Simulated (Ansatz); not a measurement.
# TaCuP2 (R-3m): the Drude term of Re ε in the infrared

Re ε of TaCuP2 (R-3m) along x at low photon energies is read from one computed spectrum; the carriers' damping was typed as γ = 0.1 eV. x, y and z are the Cartesian axes of the input cell.

The structure is trigonal, space group R-3m (No. 166). The conventional cell has a = 3.216 Å, b = 3.216 Å, c = 23.496 Å, α = 90.00°, β = 90.00°, γ = 120.00°. Around Ta on site b lie 6 P at 2.52 Å. Cu on site a has 2 P at 2.21 Å as nearest neighbours. P on site c is surrounded by 1 Cu at 2.21 Å and 3 Ta at 2.52 Å.

Method: Ansatz 0.2.0, PBE, independent particles, k-mesh 16×16×16 with interpolation inside its cells, Gaussian parameter 0.1 eV.

Launch of the response step: `ansatz run input.yaml --threads 4 --pin off --max-ram 8192MiB --backend cpu --events-out ev --progress --plain --runs-dir out`. The run took 2.3 min, on 4 threads of AMD EPYC 9R45 96-Core Processor (Zen 5), on a shared host.

```tsv
photon energy E (eV)	wavelength (µm)	Re ε
0.25	4.96	-109.9
0.30	4.13	-70.4
0.35	3.54	-47.4
0.40	3.10	-32.9
0.50	2.48	-13.6
0.60	2.07	-0.6
0.70	1.77	?
```

A Drude term over a constant background gives Re ε = ε_b − ωp²/(E² + γ²), linear in 1/(E² + γ²).

Working, on the rows shown:

| x = 1/(E² + γ²) (eV⁻²) | y = Re ε |
| --- | --- |
| 13.7931 | -109.9 |
| 10 | -70.4 |
| 7.54717 | -47.4 |
| 5.88235 | -32.9 |
| 3.84615 | -13.6 |
| 2.7027 | -0.6 |

Means: x̄ = 7.2952, ȳ = -45.8. Σ(x − x̄)(y − ȳ) = -820.3, Σ(x − x̄)² = 84.59. Slope = -820.3 / 84.59 = -9.698; intercept = ȳ − slope · x̄ = 24.951. The line misses the rows shown by at most 1.6.

Problem. Fill in the last column of the withheld row.

Solution. At x = 2 the line gives y = 5.5542. The run gave 6.6, so the extrapolation is off by 1, 0.9 % of the range in the table.

Refitted with all rows, the slope is -9.742 and the intercept 25.386. These give ωp = √(−slope) = 3.12 eV, against 3.41 eV from the program's Fermi-surface sum, and an intercept of 25.4. Taking the program's Drude term off the rows leaves 51 at the lowest energy and 30 at the highest, so the background isn't constant: interband transitions lie in or near the window, and neither fitted number can be trusted. The structure is a model and need not exist. The values come from a sum over the points of one k-mesh and carry its error, which is largest for Fermi-surface quantities. Spin-orbit coupling is left out.

[Logs are printed without paths, hosts, clocks, repeated set-up lines and the standing remarks that a program may print on its own settings, such as how far it seeks lower states.]
